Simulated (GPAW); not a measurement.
Consider BaTiO3 (Pm-3m).

```xyz
5
Lattice="4.0060 0.0000 0.0000 0.0000 4.0060 0.0000 0.0000 0.0000 4.0060" Properties=species:S:1:pos:R:3 pbc="T T T"
Ba    2.0030    2.0030    2.0030
Ti    0.0000    0.0000    0.0000
O     0.0000    0.0000    2.0030
O     0.0000    2.0030    0.0000
O     2.0030    0.0000    0.0000
```

Absorber: atom 2, with 6 O at 2.00 Å (octahedral, site symmetry m-3m). Method: GPAW, LDA, full core hole (charged cell), 10-atom cell with 5.7 Å between holes, 6×6×6 k points, dipole transitions, Gaussian full width 0.94 eV up to 4 eV, rising linearly to 3.5 eV at 25 eV.

Where do the maxima of the Ti K edge fall?

Main maxima up to 30 eV above the zero (height): 2.6 eV (0.15), 5.3 eV (0.62), 7.9 eV (0.22), 14.6 eV (2.73), 19.7 eV (2.44) and 26.5 eV (2.20). A K edge sees empty p states. The first eV above the zero hold little dipole weight, as the lowest empty bands are of d character; the main edge, of 4p character, rises through 0.6 near 12 eV above the zero. The total-energy difference plus the lowest empty eigenvalue puts the zero at 4970.80 eV. One term is added: -22.68 eV, since the hole is spin-paired here and a spin-polarised one costs that much less in the free atom (computed apart). The photon energy is then 4948.12 eV. The tabulated edge of the element is 4966 eV. The functional and the charged cell's background leave an error in such absolute values: in the free atom LDA prices this hole 13.2 eV below PBE (computed apart), and PBE is itself good to a few eV.

The Ti K spectrum (energy from the lowest empty level; intensity scaled to a mean of 1 over the first 20 eV):

| E (eV) | intensity |
| --- | --- |
| -2.0 | 0.00 |
| -1.5 | 0.00 |
| -1.0 | 0.00 |
| -0.5 | 0.00 |
| 0.0 | 0.00 |
| 0.5 | 0.00 |
| 1.0 | 0.00 |
| 1.5 | 0.01 |
| 2.0 | 0.06 |
| 2.5 | 0.15 |
| 3.0 | 0.11 |
| 3.5 | 0.03 |
| 4.0 | 0.02 |
| 4.5 | 0.18 |
| 5.0 | 0.52 |
| 5.5 | 0.60 |
| 6.0 | 0.34 |
| 6.5 | 0.16 |
| 7.0 | 0.16 |
| 7.5 | 0.21 |
| 8.0 | 0.22 |
| 8.5 | 0.21 |
| 9.0 | 0.19 |
| 9.5 | 0.17 |
| 10.0 | 0.16 |
| 10.5 | 0.17 |
| 11.0 | 0.23 |
| 11.5 | 0.36 |
| 12.0 | 0.65 |
| 12.5 | 1.14 |
| 13.0 | 1.75 |
| 13.5 | 2.30 |
| 14.0 | 2.62 |
| 14.5 | 2.73 |
| 15.0 | 2.69 |
| 15.5 | 2.59 |
| 16.0 | 2.44 |
| 16.5 | 2.29 |
| 17.0 | 2.16 |
| 17.5 | 2.09 |
| 18.0 | 2.11 |
| 18.5 | 2.22 |
| 19.0 | 2.35 |
| 19.5 | 2.43 |
| 20.0 | 2.41 |
| 20.5 | 2.30 |
| 21.0 | 2.15 |
| 21.5 | 1.99 |
| 22.0 | 1.88 |
| 22.5 | 1.83 |
| 23.0 | 1.83 |
| 23.5 | 1.88 |
| 24.0 | 1.94 |
| 24.5 | 2.02 |
| 25.0 | 2.09 |
| 25.5 | 2.14 |
| 26.0 | 2.18 |
| 26.5 | 2.20 |
| 27.0 | 2.18 |
| 27.5 | 2.12 |
| 28.0 | 2.02 |
| 28.5 | 1.89 |
| 29.0 | 1.74 |
| 29.5 | 1.59 |
| 30.0 | 1.47 |
| 30.5 | 1.38 |
| 31.0 | 1.33 |
| 31.5 | 1.31 |
| 32.0 | 1.30 |

Quadrupole 1s→3d transitions, which feed the pre-edge, are not in the dipole spectrum. The holes are only 5.7 Å apart, so the shape is probably not converged with cell size; no larger cell was run here. The mesh is coarse (0.26 Å⁻¹ between points), so small maxima may be mesh ripples. Lifetime broadening is put in by hand, and intensities beyond about 20 eV depend on it and on the partial waves. The structure is a published determination, not relaxed.

[Banner, clock and machine lines of the logs are left out without a mark of their own.]

[Logs are printed without paths, hosts, clocks, repeated set-up lines and the standing remarks that a program may print on its own settings, such as how far it seeks lower states.]

[Hosts, paths, dates, database ids (printed as entryN), source tags and the programs' standing remarks are cut or masked in the printed files.]

[Lists of maxima count a maximum above −3 eV only where it reaches 4 % of the highest in the window and stands out from its surroundings by 2 % of it (1.5 % where it reaches 55 %); shoulders and weaker maxima are passed over, and of the rest the first, up to two pre-edge ones and the few strongest are named.]
